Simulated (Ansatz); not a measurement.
# MgSc (Pm-3m): coupling and resistivity against added charge

How do λ and ρ of MgSc (Pm-3m) move with the band filling?

Method: DFT PBEsol, scalar-relativistic, plane waves, PAW; PAW set soft_1, in Ansatz 0.2.0.

## Step 1: Set-up

The structure is cubic, space group Pm-3m (No. 221). Conventional cell: a = 3.596 Å, b = 3.596 Å, c = 3.596 Å, α = 90.00°, β = 90.00°, γ = 90.00°. Nearest to Mg lie 8 Sc at 3.11 Å. Sc has 8 Mg at 3.11 Å nearest. Farther neighbours are not listed.

## Step 2: Relaxation

Lattice constant and positions set the bands and the force constants, so the cell is relaxed first.

Contents of input.yaml:

```yaml
crystal:
  lattice:
    - [3.59645124, 0.0, 0.0]
    - [0.0, 3.59645124, 0.0]
    - [0.0, 0.0, 3.59645124]
  atoms:
    - { symbol: Mg, position: [0.0, 0.0, 0.0] }
    - { symbol: Sc, position: [0.5, 0.5, 0.5] }
kpoints:
  mp_grid: { grid: [8, 8, 8] }
hamiltonian:
  xc: pbesol
  pseudopotentials: { kind: paw, azcp: { folder: soft_1 }, xc_functional: pbe }
scf:
  occupations: { method: gaussian, width: 0.1 }
output:
  forces: true
  stress: true
  eigenvalues: true
relax:
  adjacent_minimum: "off"
  f_tol: 0.005
  max_steps: 80
  cell: { stress_tol: 0.05 }
```

The run is started by

```bash
$ ansatz run input.yaml --threads 4 --pin off --max-ram 12288MiB --backend cpu --events-out ev --progress --plain --runs-dir out
```

Numbers of over 12 decimals in the logs are rounded to 6 here.

The log of the run:

```text
[the first part of the log is left out]
  E_xc         = -110.313781
  E_vxc        = -137.745420  (∫ρ·V_xc dr)
  E_paw        = -1256.609837  (= ΣΔE_a)
  E_vpaw       = -214.333344  (= ΣTr[D̂ρ^β])
  E_aug_tail   = -0.000110  (compensation charges beyond the density's cutoff)
  E_ewald      = -1623.483455
  E_core_change = 0.187888  (= ΣΔE_core)
  E_smearing   = -0.010277  (= −TS)
  E_closure    = -0.000000  (closes the sum)
  Σ components = -4023.493390   (vs F -4023.493390, Δ=0.00e0)
--- Forces (eV/Å), atoms counted from 1 ---
  atom   1  Mg    -0.00000000     0.00000000    -0.00000000
  atom   2  Sc     0.00000000     0.00000000     0.00000000
  max |Σ_I F_I| component: 8.55e-30 eV/Å
--- Stress (GPa, compression-positive) ---
       -0.004969       0.000000      -0.000000
        0.000000      -0.004969       0.000000
       -0.000000       0.000000      -0.004969
  P = ⅓ Tr σ = -0.0050 GPa (-0.050 kbar)
--- Band table (eV; the first three rows and the last of 35) ---
  k-point 0: bands = ["-66.9128", "-41.8553", "-33.8548", "-33.8548", "-33.8548", "-20.5236", "-20.5236", "-20.5236", "1.6419", "7.5344", "7.5344", "10.1329", "10.1329", "10.1329", "12.9712"]
  k-point 1: bands = ["-66.9127", "-41.8544", "-33.8555", "-33.8548", "-33.8548", "-20.5375", "-20.5225", "-20.5225", "1.8446", "7.4598", "7.6138", "9.8940", "9.8940", "10.1527", "12.1177"]
  k-point 2: bands = ["-66.9127", "-41.8520", "-33.8572", "-33.8546", "-33.8546", "-20.5710", "-20.5198", "-20.5198", "2.4372", "6.9864", "7.8201", "9.4523", "9.4523", "10.2010", "11.1676"]
  k-point 34: bands = ["-66.9122", "-41.8355", "-33.8589", "-33.8589", "-33.8589", "-20.5957", "-20.5957", "-20.5957", "6.6853", "6.6853", "6.6853", "10.6964", "10.6964", "10.6964", "10.8938"]
--- Relaxed structure (3 steps of the walk, 3 accepted, 1 SCFs on fresh bases) ---
  F+E_penalty+E_count = -4023.49338961 eV   max|allowed force component| = 4.404e-30 eV/Å   (the final SCF, on the basis selected at the relaxed cell)
  cell:  # Å, volume = 45.2406 Å³
    - [3.563222, 0, 0]
    - [0, 3.563222, 0.0]
    - [0, 0.0, 3.563222]
  atoms:
    - { symbol: Mg, position: [0, 0, 0.0] }
    - { symbol: Sc, position: [0.500000, 0.500000, 0.500000] }
```

Wall time 1.8 s (4 threads of Intel Xeon Platinum 8488C (Sapphire Rapids), shared host); peak memory 0.46 GiB.

Step by step:

| step | energy less that of the first step (eV) | largest force component (eV/Å) | pressure (GPa) | volume (Å³) |
| --- | --- | --- | --- | --- |
| 1 | 0.0000 | 0.0000 | -1.37 | 46.52 |
| 2 | -0.0056 | 0.0000 | 0.16 | 45.10 |
| 3 | -0.0056 | 0.0000 | -0.01 | 45.24 |
| 4 | -0.0056 | 0.0000 | 0.00 | 45.24 |

The log counts 1 steps on a newly chosen plane-wave basis, not all of them marked here; energy and pressure can jump at such steps.

| conventional cell, symmetrised | before | after | change |
| --- | --- | --- | --- |
| a (Å) | 3.596 | 3.563 | -0.9 % |
| b (Å) | 3.596 | 3.563 | -0.9 % |
| c (Å) | 3.596 | 3.563 | -0.9 % |
| volume (Å³/atom) | 23.26 | 22.62 | -2.7 % |

The relaxed structure:

```cif
data_structure
_symmetry_space_group_name_H-M 'P 1'
_symmetry_Int_Tables_number 1
_cell_length_a 3.5632
_cell_length_b 3.5632
_cell_length_c 3.5632
_cell_angle_alpha 90.000
_cell_angle_beta 90.000
_cell_angle_gamma 90.000
_cell_volume 45.24
loop_
_atom_site_label
_atom_site_type_symbol
_atom_site_fract_x
_atom_site_fract_y
_atom_site_fract_z
_atom_site_occupancy
Mg1 Mg 0.00000 0.00000 0.00000 1
Sc2 Sc 0.50000 0.50000 0.50000 1
```

This step gave:

```
pressure          : -0.004969 GPa
volume per atom   : 22.62 Å³/atom
metallic on mesh  : yes
gap on the k-mesh : 0 eV
```

The largest force is now zero by symmetry and the largest stress component 0.0050 GPa, small enough for phonons.

## Step 3: Electron–phonon run: q 2×2×2, k 6×6×6, scattering 12×12×12

Phonons, couplings and the Boltzmann equation in one run.

Contents of input.yaml:

```yaml
crystal:
  lattice:
    - [3.5632219614, 0.0, 0.0]
    - [0.0, 3.5632219614, 0.0]
    - [0.0, 0.0, 3.5632219614]
  atoms:
    - { symbol: Mg, position: [0.0, 0.0, 0.0] }
    - { symbol: Sc, position: [0.5, 0.5, 0.5] }
kpoints:
  mp_grid: { grid: [6, 6, 6] }
hamiltonian:
  xc: pbesol
  pseudopotentials: { kind: paw, azcp: { folder: soft_1 }, xc_functional: pbe }
scf:
  occupations: { method: methfessel_paxton, width: 0.2 }
output:
  eigenvalues: true
phonons:
  method: dfpt
  qmesh: [2, 2, 2]
  temperatures: { t_max: 1000, t_step: 50 }
  qpath:
    path:
      - [[0.0, 0.0, 0.0], [0.0, 0.5, 0.0], [0.5, 0.5, 0.0], [0.0, 0.0, 0.0], [0.5, 0.5, 0.5], [0.0, 0.5, 0.0]]
      - [[0.5, 0.5, 0.5], [0.5, 0.5, 0.0]]
    npoints: 10
  electrical_resistivity:
    mesh: [12, 12, 12]
    temperatures: [20.0, 50.0, 77.0, 100.0, 150.0, 200.0, 300.0, 400.0, 600.0, 800.0]
```

The log of the run:

```text
[...]
Crystal: 2 atoms, lattice volume = 45.241 Å³
Basis set: ecut = 420 eV, 895 PW (Γ), exchange–correlation on 48×48×48 points (8 copies of the dense FFT grid, shifted against one another)
Bands: 15, of which v1, the nominal top of the filled ones, is band 11 counted from 1 (10 counted from 0)
Symmetry: 48 space group operations
k-points: 20 of 216
[...]
SCF iter   1: F=—  HF=-4023.589191 eV  |F-HF|=—  |Δ(HF+E_count)|=         —  Δρ=2.19e-2  dr2=3.05e-1  ethr=3.10e-3  ⟨swp⟩=5.0  Hψ=1297  notcnv=0
[...]
SCF iter   8: F=-4023.496562 eV  HF=-4023.496562 eV  |F-HF|=3.18e-12  |Δ(HF+E_count)|=  1.59e-11  S|Δr|=    0.00e0  Δρ=1.15e-7  dr2=4.71e-12  ethr=1.00e-12  ⟨swp⟩=5.9  Hψ=1302  notcnv=0
SCF 1 converged in 8 iterations: F = -4023.496562 eV  dr2 = 4.71e-12
[...]
phonons: the bands overlap, so this run is a metal and interpolates without the dipole-dipole term. If the crystal is really an insulator or semiconductor, its LO-TO splitting is missing
NSCF: frozen V_eff on 20 k-points
[...]
DFPT response loops at q = (0, 0, 0) (fractional): preconditioner auto → Kerker (q_TF=auto, 2.401 Å⁻¹) (partly filled bands, converged f_vac=0.000); β = 1.00, the filter's whole step (`scf.mixing.beta` (0.50) is not read by the response loops under this deck's `scf.mixing.preconditioner`; to damp them name `kerker` or `kerker_dos`, under which they read `scf.mixing.beta`, and type it under 1.00, their step now; both keys bind the ground state too); Broyden in place of MSR1
[...]
SCF iter   1: F=—  HF=-4023.589191 eV  |F-HF|=—  |Δ(HF+E_count)|=         —  Δρ=2.19e-2  dr2=3.05e-1  ethr=3.10e-3  ⟨swp⟩=5.0  Hψ=1297  notcnv=0
[...]
SCF iter   8: F=-4023.496562 eV  HF=-4023.496562 eV  |F-HF|=4.09e-12  |Δ(HF+E_count)|=  1.96e-11  S|Δr|=    0.00e0  Δρ=1.15e-7  dr2=4.63e-12  ethr=1.00e-12  ⟨swp⟩=3.0  Hψ=753  notcnv=0
SCF 2 converged in 8 iterations: F = -4023.496562 eV  dr2 = 4.63e-12
[...]
SCF converged after 8 iterations
Stability not checked: this state was not tested for a lower state beside it, because cold or Methfessel-Paxton smearing, or corrected tetrahedra, fill the levels in a way that the test cannot read (fill_not_monotonic; see scf.lower_state_search)
Free energy (F): -4023.496562 eV
[...]
Internal energy: -4023.496820 eV  (E = F + TS)
E sigma→0 (E₀):  -4023.496627 eV
Entropy (-TS):   0.000258 eV (0.129 meV/atom)
Fermi energy:    7.635689 eV
[...]
--- Band table (eV; the first three rows and the last of 20) ---
  k-point 0: bands = [... 7 lower, -20.5401, 1.6428, 7.5264, 7.5264, 10.1194, 10.1194, 10.1194, 12.9724]
  k-point 1: bands = [... 7 lower, -20.5382, 2.0014, 7.3629, 7.6635, 9.7374, 9.7374, 10.1530, 11.7238]
  k-point 2: bands = [... 7 lower, -20.5344, 3.0285, 6.3086, 7.9719, 9.1925, 9.1925, 10.2218, 10.9696]
  k-point 19: bands = [... 7 lower, -20.6122, 6.6810, 6.6810, 6.6810, 10.6942, 10.6942, 10.6942, 10.8795]
--- Phonons (Γ-DFPT): 2 representative perturbations + reference (Σ response iterations 8) ---
  ASR residual: 8.593e-5 → 0.000e0 eV/Å²; symmetrization residual: 5.128e-8 eV/Å²
  ASR residual per site (eV/Å²): 2.49e-5 8.59e-5
  Γ frequencies (cm⁻¹): 0.00 0.00 0.00 266.64 266.64 266.64
--- Phonons (arbitrary-q DFPT): 4 irreducible q on the 2×2×2 mesh ---
  q = [0.0000, 0.0000, 0.0000] (star 1, of the zone-centre solve; hermiticity 2.49e-8, symmetrization 7.89e-12): -0.00 -0.00 0.00 266.64 266.64 266.64
  q = [0.0000, 0.0000, -0.5000] (star 3, 4 solved perturbations in 208 linear systems a pass and spin channel, the states on 64 of 216 k-point pairs; hermiticity 3.64e-9, symmetrization 1.36e-10): 149.78 164.93 164.93 211.59 223.27 223.27
[...]
q = [-0.5000, -0.5000, -0.5000] (star 1, 2 solved perturbations on 40 of 216 k-point pairs; hermiticity 1.36e-10, symmetrization 6.80e-11): 177.53 177.53 177.53 217.50 217.50 217.50
  sum rule: each row above includes the acoustic sum rule's correction from the zone centre's row sums; it moved no ω² by more than (0.72 cm⁻¹)²
  mesh force constants: q→R imaginary residual 2.38e-17; ASR residual 8.593e-5 → 0.000e0 eV/Å²; symmetrization residual 3.553e-15 eV/Å²
  interpolated dispersion: 62 rows × 6 modes
  density of states and harmonic sums: on the 18×18×18 q-mesh, interpolated from the force constants of a 2×2×2 supercell (no non-analytic term)
  largest difference from the sums on the solved wave vectors: F 6.84e-2 eV, S 1.01e-4 and C_V 3.23e-5 eV/K
  zero-point energy: 0.066758 eV/cell   skipped modes (ω ≤ 0): 3   left out of the sums: 8.57e-5 of the cell's modes: C_V's classical limit lies that fraction below 3 k_B per atom; for a crystal, a wire or a layer, F and S can be off by more, and a phonons.interpolated_qmesh denser along its periods is the remedy for the sampling
--- Electrical resistivity: potentials and phonons of a 2×2×2 supercell ---
  scattering by harmonic phonons alone, with no dipole-dipole term; scattering by other electrons, impurities, surfaces and spin disorder is left out, and so is spin–orbit coupling
  the resistivity is that of a variational response, whose dependence on the energy is improved iteratively
  at the Fermi level of each mesh (of a tensor a third of its trace):
           mesh   spin    states/(eV spin)  plasma energy (eV)         λ      λ_tr    ħω_log (meV)
       12×12×12                     1.2669              3.9733    0.3237    0.3991          16.630
          6×6×6                     1.2623              2.9908    0.2955    0.3874          16.512
          3×3×3                     2.8126              3.1171    0.5844    0.8837          20.410
  resistivity on the deck's mesh, µΩ·cm:
     T (K)       trace/3  mesh converged            xx            yy            zz    lowest order   relaxation time
     20.00     5.4409e-2              no     5.4409e-2     5.4409e-2     5.4409e-2       9.8022e-2         6.5569e-2
     50.00      1.3697e0              no      1.3697e0      1.3697e0      1.3697e0        1.7320e0          1.3085e0
     77.00      3.8346e0              no      3.8346e0      3.8346e0      3.8347e0        4.3655e0          3.5532e0
    100.00      6.3724e0              no      6.3724e0      6.3724e0      6.3724e0        6.9664e0          5.8671e0
    150.00      1.2224e1              no      1.2224e1      1.2224e1      1.2224e1        1.2872e1          1.1215e1
    200.00      1.7985e1              no      1.7985e1      1.7985e1      1.7985e1        1.8716e1          1.6495e1
    300.00      2.9004e1              no      2.9004e1      2.9004e1      2.9004e1        3.0034e1          2.6609e1
    400.00      3.9600e1              no      3.9600e1      3.9600e1      3.9600e1        4.1046e1          3.6332e1
    600.00      6.0106e1              no      6.0106e1      6.0106e1      6.0106e1        6.2629e1          5.5193e1
    800.00      7.9840e1              no      7.9840e1      7.9840e1      7.9840e1        8.3777e1          7.3455e1
  mean free path at 20 K (of a tensor a third of its trace): 2631 nm by what each carries, 2068 by the Fermi surface alone
[...]
the resistivity times a path that all electrons share, by the Fermi surface of the deck's mesh alone (a third of the trace): 1.125e-15 Ω·m²
  not converged in the mesh (λ; λ_tr; the resistivity at 20 K by 48.62 %; the resistivity at 50 K by 64.39 %; the resistivity at 77 K by 63.03 %; the resistivity at 100 K by 62.63 %; the resistivity at 150 K by 61.27 %; the resistivity at 200 K by 59.43 %; the resistivity at 300 K by 56.21 %; the resistivity at 400 K by 53.95 %; the resistivity at 600 K by 51.05 %; the resistivity at 800 K by 48.86 %): between neighb [...]
  vibrations of 8 cells: unjudged by the run; compare a larger repeat
  the changes of the potential over all sites missed a rigid shift's by 0.00 % (the site terms' by 0.04 %)
  between the force constants' wavevectors the phonons are obtained by Fourier interpolation alone: along a vector of fewer than three repeats the shortest translation of the supercell is 7.126 Å, and under 7.715 Å the phonon self-energy is left out by default: enlarge phonons.supercell (under dfpt, phonons.qmesh)
```

It took 18 s on 4 threads; peak memory 0.7 GiB.

This step gave:

* zero point energy: 0.06676 eV/cell
* share of imaginary modes in the plain interpolation between solved wavevectors: 0
* highest frequency, solved or plainly interpolated: 266.6 cm⁻¹
* Debye temperature (second moment): 353 K
* resistivity at 300 K: 29 μΩ cm
* coupling constant λ: 0.3237
* density of states at the Fermi level: 1.267 states/eV a spin and cell
* log mean phonon energy ħω_log: 16.63 meV
* transport coupling constant λ_tr: 0.3991, 0.3991, 0.3991 (xx, yy, zz)
* Drude plasma energy: 3.973, 3.973, 3.973 eV (xx, yy, zz)
* resistivity times mean free path: 11.25, 11.25, 11.25 × 10⁻¹⁶ Ω m² (xx, yy, zz)
* second-moment phonon energy ħω₂: 20.46 meV, from the broadened α²F curve
* coupling λ by branch: 0.113, 0.0541, 0.0496, 0.0284, 0.0358, 0.043 (branches by rank of frequency)

Solved on the 2×2×2 mesh alone; all other wavevectors are interpolated. Phonon branches along the path, in cm⁻¹:

| point | branch 1 | branch 2 | branch 3 | branch 4 | branch 5 | branch 6 |
| --- | --- | --- | --- | --- | --- | --- |
| Γ | 0 | 0 | 0 | 267 | 267 | 267 |
| halfway | 91 | 103 | 103 | 247 | 252 | 252 |
| X | 150 | 165 | 165 | 212 | 223 | 223 |
| halfway | 111 | 116 | 150 | 229 | 237 | 240 |
| M | 68 | 68 | 133 | 235 | 250 | 250 |
| halfway | 54 | 126 | 155 | 216 | 242 | 260 |
| Γ | 0 | 0 | 0 | 267 | 267 | 267 |
| halfway | 108 | 108 | 150 | 223 | 246 | 246 |
| R | 178 | 178 | 178 | 218 | 218 | 218 |
| halfway | 115 | 121 | 158 | 221 | 238 | 244 |
| X | 150 | 165 | 165 | 212 | 223 | 223 |
| jump to R | 178 | 178 | 178 | 218 | 218 | 218 |
| halfway | 124 | 124 | 157 | 226 | 240 | 240 |
| M | 68 | 68 | 133 | 235 | 250 | 250 |

The phonon branches as a text plot (rows in cm⁻¹):

```
    261 |***               ************
    250 |   **       ******   *     *  **           *         ***
    239 |    **    ** ******** *         ****     *****     **  *
    228 |     ********    *   *      ** ******  **   ***** *****
    217 |      ***         ***         *     ********   ****
    206 |
    194 |
    183 |
    172 |                                    *****        **
    161 |      ****                    *    **   *********  **
    150 |      *** **      ***          *   *    *      ** *
    139 |     *   *  ** ***** *      **  ***      *    *    * ***
    128 |     *   **   *  *  *           **        *  *      *
    117 |    *                                      **
    106 |   **      *    *    **        *
     94 |   *       **              *  *                      *
     83 |            ** *      *                               *
     72 |             ***       *    **                         *
     61 |  *             ****   *
     50 |  *                 **    **
     39 | *                    * *
     28 |                       ** *
     17 |*                       *
      6 |                         *
         Γ      X      M          Γ            R        X|R     M
```

The Eliashberg function α²F has structure finer than the step of the table below, so its rows give means over 1 meV, whole bins alone (the curve runs from 0.129 to 32.9 meV). Peaks (meV: height): α²F 19.0: 0.266, 28.0: 0.305, 29.3: 0.529, 30.3: 0.491; α²F tr 16.4: 0.204, 19.0: 0.283, 28.0: 0.329, 29.3: 0.688, 30.3: 0.647.

Eliashberg function α²F against phonon energy; means over each step:

| phonon energy (meV) | α²F | α²F tr |
| --- | --- | --- |
| 1 | 3.9e-6 | 0 |
| 2 | 1.6e-4 | 4.6e-5 |
| 3 | 0.00200 | 6.8e-4 |
| 4 | 0.00398 | 0.00212 |
| 5 | 0.00771 | 0.00707 |
| 6 | 0.0154 | 0.0172 |
| 7 | 0.0225 | 0.0252 |
| 8 | 0.0351 | 0.0394 |
| 9 | 0.0611 | 0.0739 |
| 10 | 0.0808 | 0.103 |
| 11 | 0.0930 | 0.122 |
| 12 | 0.104 | 0.139 |
| 13 | 0.113 | 0.150 |
| 14 | 0.119 | 0.156 |
| 15 | 0.129 | 0.167 |
| 16 | 0.142 | 0.183 |
| 17 | 0.124 | 0.150 |
| 18 | 0.146 | 0.169 |
| 19 | 0.216 | 0.234 |
| 20 | 0.0233 | 0.0293 |
| 21 | 0.00476 | 0.00734 |
| 22 | 7.9e-4 | 0.00137 |
| 23 | 0 | 0 |
| 24 | 0 | 0 |
| 25 | 0 | 0 |
| 26 | 6.6e-4 | 8.7e-4 |
| 27 | 0.129 | 0.145 |
| 28 | 0.262 | 0.291 |
| 29 | 0.318 | 0.416 |
| 30 | 0.449 | 0.607 |
| 31 | 0.329 | 0.429 |
| 32 | 0.0836 | 0.0905 |

Resistivity, by row:

| T (K) | ρ_xx (μΩ cm) | ρ_yy | ρ_zz | ρ by Ziman's lowest order, mean | ρ by relaxation times, mean | within 2 % of the coarser mesh |
| --- | --- | --- | --- | --- | --- | --- |
| 20 | 0.05441 | 0.05441 | 0.05441 | 0.09802 | 0.06557 | no |
| 50 | 1.37 | 1.37 | 1.37 | 1.732 | 1.308 | no |
| 77 | 3.835 | 3.835 | 3.835 | 4.365 | 3.553 | no |
| 100 | 6.372 | 6.372 | 6.372 | 6.966 | 5.867 | no |
| 150 | 12.22 | 12.22 | 12.22 | 12.87 | 11.22 | no |
| 200 | 17.98 | 17.98 | 17.98 | 18.72 | 16.5 | no |
| 300 | 29 | 29 | 29 | 30.03 | 26.61 | no |
| 400 | 39.6 | 39.6 | 39.6 | 41.05 | 36.33 | no |
| 600 | 60.11 | 60.11 | 60.11 | 62.63 | 55.19 | no |
| 800 | 79.84 | 79.84 | 79.84 | 83.78 | 73.46 | no |

Some points of the scattering mesh along the symmetry lines, up to three branches each (those of largest λ), at most 39 rows; the frequencies are those of the scattering step, which can differ from the solved and plainly interpolated ones; single rows converge slowly. Mode couplings:

| q1 | q2 | q3 | branch | ħω (meV) | λ_q | half width (meV) |
| --- | --- | --- | --- | --- | --- | --- |
| 0 | 0.3333 | 0 | 1 | 14.59 | 0.324 | 0.275 |
| 0 | 0.3333 | 0 | 2 | 16.39 | 0.0166 | 0.0178 |
| 0 | 0.3333 | 0 | 4 | 28.9 | 0.0578 | 0.192 |
| 0.1667 | 0.5 | 0 | 1 | 16.09 | 0.24 | 0.247 |
| 0.1667 | 0.5 | 0 | 5 | 28.22 | 0.0439 | 0.139 |
| 0.1667 | 0.5 | 0 | 6 | 28.87 | 0.0437 | 0.145 |
| 0.5 | 0.5 | 0 | 1 | 8.48 | 0.153 | 0.0438 |
| 0.5 | 0.5 | 0 | 2 | 8.48 | 0.153 | 0.0438 |
| 0.5 | 0.5 | 0 | 5 | 31.05 | 0.0698 | 0.268 |
| 0.1667 | 0.1667 | 0 | 1 | 4.97 | 0.277 | 0.0273 |
| 0.1667 | 0.1667 | 0 | 2 | 11.66 | 0.0545 | 0.0294 |
| 0.1667 | 0.1667 | 0 | 3 | 14.71 | 0.11 | 0.0944 |
| 0.25 | 0.25 | 0.25 | 1 | 13.43 | 0.0273 | 0.0196 |
| 0.25 | 0.25 | 0.25 | 3 | 18.66 | 0.0722 | 0.1 |
| 0.25 | 0.25 | 0.25 | 4 | 27.64 | 0.0563 | 0.171 |
| 0.4167 | 0.5 | 0.4167 | 4 | 27.05 | 0.0502 | 0.146 |
| 0.4167 | 0.5 | 0.4167 | 5 | 28.07 | 0.0574 | 0.18 |
| 0.4167 | 0.5 | 0.4167 | 6 | 28.25 | 0.0546 | 0.174 |
| 0.0833 | 0.5 | 0.0833 | 1 | 17.34 | 0.197 | 0.235 |
| 0.0833 | 0.5 | 0.0833 | 4 | 27.39 | 0.0296 | 0.0884 |
| 0.0833 | 0.5 | 0.0833 | 6 | 28.5 | 0.0227 | 0.0735 |
| 0.5 | 0.5 | 0.3333 | 4 | 27.52 | 0.0363 | 0.109 |
| 0.5 | 0.5 | 0.3333 | 5 | 28.81 | 0.0511 | 0.169 |
| 0.5 | 0.5 | 0.3333 | 6 | 28.81 | 0.0511 | 0.169 |
| 0.5 | 0.5 | 0 | 1 | 8.48 | 0.153 | 0.0438 |
| 0.5 | 0.5 | 0 | 2 | 8.48 | 0.153 | 0.0438 |
| 0.5 | 0.5 | 0 | 5 | 31.05 | 0.0698 | 0.268 |

Largest shares of lambda; single rows converge slowly. Strongest modes:

| q1 | q2 | q3 | star | branch | ħω (meV) | λ_q | half width (meV) |
| --- | --- | --- | --- | --- | --- | --- | --- |
| 0.08333 | 0.1667 | 0.4167 | 48 | 1 | 13.37 | 0.1571 | 0.1118 |
| 0.08333 | 0.1667 | 0.3333 | 48 | 1 | 10.46 | 0.1521 | 0.06616 |
| 0.08333 | 0.25 | 0.4167 | 48 | 1 | 11.41 | 0.1307 | 0.06781 |
| 0.08333 | 0.1667 | 0.25 | 48 | 1 | 7.926 | 0.121 | 0.03024 |
| 0.08333 | 0.1667 | 0.25 | 48 | 3 | 18.28 | 0.1087 | 0.1446 |
| 0.08333 | 0.3333 | 0.4167 | 48 | 2 | 14.43 | 0.1075 | 0.08911 |
| 0.08333 | 0.1667 | -0.5 | 24 | 1 | 15.91 | 0.2138 | 0.2154 |
| 0.08333 | 0.25 | 0.3333 | 48 | 1 | 9.12 | 0.1036 | 0.03431 |

300 K. Table of cumulative share of the conductivity, along x by mean free path:

| mean free path (nm) | cumulative share of the conductivity, along x |
| --- | --- |
| 1 | 0.00253 |
| 1.12 | 0.00293 |
| 1.26 | 0.00315 |
| 1.41 | 0.00358 |
| 1.58 | 0.00462 |
| 1.78 | 0.00749 |
| 2.00 | 0.0179 |
| 2.24 | 0.0492 |
| 2.51 | 0.0665 |
| 2.82 | 0.0894 |
| 3.16 | 0.128 |
| 3.55 | 0.224 |
| 3.98 | 0.436 |
| 4.47 | 0.585 |
| 5.01 | 0.771 |
| 5.62 | 0.863 |
| 6.31 | 0.986 |
| 7.08 | 0.998 |

[end of part 1 of 4]

[Logs are printed without paths, hosts, clocks, repeated set-up lines and the standing remarks that a program may print on its own settings, such as how far it seeks lower states.]

[Hosts, paths, dates, database ids (printed as entryN), source tags and the programs' standing remarks are cut or masked in the printed files.]
